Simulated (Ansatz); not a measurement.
Planning a GW calculation on BiP (buckled honeycomb monolayer).

The cell holds 2 atoms: 1 P and 1 Bi. Cell: a = 3.817 Å, b = 3.817 Å, c = 26.200 Å, α = 90.0°, β = 90.0°, γ = 120.0°. Vacuum lies along c.

```xyz
2
Lattice="3.8174 0.0000 0.0000 -1.9087 3.3059 0.0000 0.0000 0.0000 26.2000" Properties=species:S:1:pos:R:3
P     0.0000    2.2040   12.3620
Bi    1.9087    1.1020   13.8380
```

The structure was relaxed with PBEsol. The runs that relaxed it are not among those shown. Spin-orbit coupling is left out unless a run names it.

Runs so far (Ansatz 0.2.0, start PBEsol, PAW set soft_1 files, 6×6×1 mesh). Times are wall times on 4 threads of Arm Neoverse V1, shared host, good to a factor of about two.

```csv
bands summed,cutoff (eV),gap on the mesh (eV),time
115,27,1.940,19 s
307,54,2.090,84 s
```

**Question.** What should the next rung give, with 651 bands and screening to 90 eV, and where is the limit?

The error falls about as one over the bands when the cutoff rises with them. A line through the two highest rungs given predicts 2.138 eV; the run gave 2.195 eV, a miss of 0.057 eV, so the law fails here: the steps don't follow it yet. The two highest rungs put the limit near 2.289 eV, the pair below near 2.180 eV; neither can be trusted until a further rung is run.

Gaps are over the mesh's points; an edge off the mesh would be missed. Limits: not at the basis limit; coarse mesh for a sheet; no spin-orbit coupling.

[Paths, hosts, dates, memory and timing lines, banners, echoed tables and standing remarks are left out of the program output.]

[Logs are printed without paths, hosts, clocks, repeated set-up lines and the standing remarks that a program may print on its own settings, such as how far it seeks lower states.]

[Runs of the session that timed out or met a known fault of the program may be left out.]

[Cells called generated may have been cut or substituted from an entry of the Crystallography Open Database or the Materials Project.]

[Hosts, paths, dates, database ids (printed as entryN), source tags and the programs' standing remarks are cut or masked in the printed files.]
